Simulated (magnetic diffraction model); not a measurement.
**NdCr2Sn2: the ordered moment from one line**

Space group I4/mmm (no. 139), a = 4.1770 Å, c = 11.9000 Å.

| site | atom | x | y | z |
| --- | --- | --- | --- | --- |
| 2a | Nd | 0 | 0 | 0 |
| 4e | Sn | 0 | 0 | 0.3819 |
| 4d | Cr | 1/2 | 0 | 1/4 |

The compound is invented for this exercise: a known structure type with other elements, its cell scaled to their sizes and not relaxed.

Only Nd is taken to order (form factors of Nd3+); orders and moment sizes are assumed, and not adapted to the symmetry. Radiation: neutrons of λ = 1.909 Å, 5° to 90°; isotropic B of 0.33 Å² (Nd), 0.42 Å² (Sn) and 0.36 Å² (Cr). The intensities are simulated: I ∝ L Σ (|F_N|² + |F_M⊥|²) for unpolarised neutrons, with F_M = 2.695 fm/μB × Σ f(s) S exp(2πi Q·r) exp(−B s²) at Q = H ± k (one set where k and −k are equivalent), only the part normal to Q counting and L = 1/(sin²θ cos θ). For collinear order S is the moment m, which repeats by lattice and centring translations R with the sign exp(−2πi k·R). Form factors are spin-only for 3d ions and dipole or tabulated for f ions, scattering lengths are Sears's of 1992, and absorption is left out. A label names one of the reflections at its angle. The strongest nuclear line in the range is 100, and lines under 0.2 are left out.

In a first state the assumed order is k = (1 0 0), collinear moments along [101], 2.3 μB on Nd, with this pattern:

| 2θ (°) | index | nuclear | magnetic |
| --- | --- | --- | --- |
| 9.20 | (0 0 1) | 0.0 | 7.4 |
| 18.46 | (0 0 2) | 1.0 | 0.0 |
| 26.42 | (1 0 0) | 0.0 | 15.0 |
| 27.85 | (0 0 3) | 0.0 | 0.8 |
| 28.03 | (1 0 1) | 1.7 | 0.0 |
| 32.42 | (1 0 2) | 0.0 | 13.8 |
| 37.43 | (0 0 4) | 0.8 | 0.0 |
| 37.71 | (1 1 0) | 37.3 | 0.0 |
| 38.76 | (1 0 3) | 100.0 | 0.0 |
| 38.90 | (1 1 1) | 0.0 | 12.6 |
| 42.30 | (1 1 2) | 94.1 | 0.0 |
| 46.40 | (1 0 4) | 0.0 | 3.8 |
| 47.29 | (0 0 5) | 0.0 | 0.2 |
| 47.52 | (1 1 3) | 0.0 | 5.9 |
| 54.18 | (1 1 4) | 32.9 | 0.0 |
| 54.39 | (2 0 0) | 88.2 | 0.0 |
(The table stops after 16 lines; 29 more lie at higher angle.)

**Question.** Nearer the ordering temperature the line at 26.42° has total intensity 3.8 on the same scale, and all moments have shrunk alike. How large is the Nd moment?

The nuclear part, 0.0, stays, so the magnetic part is 3.8 against 15.0. It goes as m², so m = 2.3 × √(3.8/15.0) = 1.16 μB; the value used was 1.15 μB.
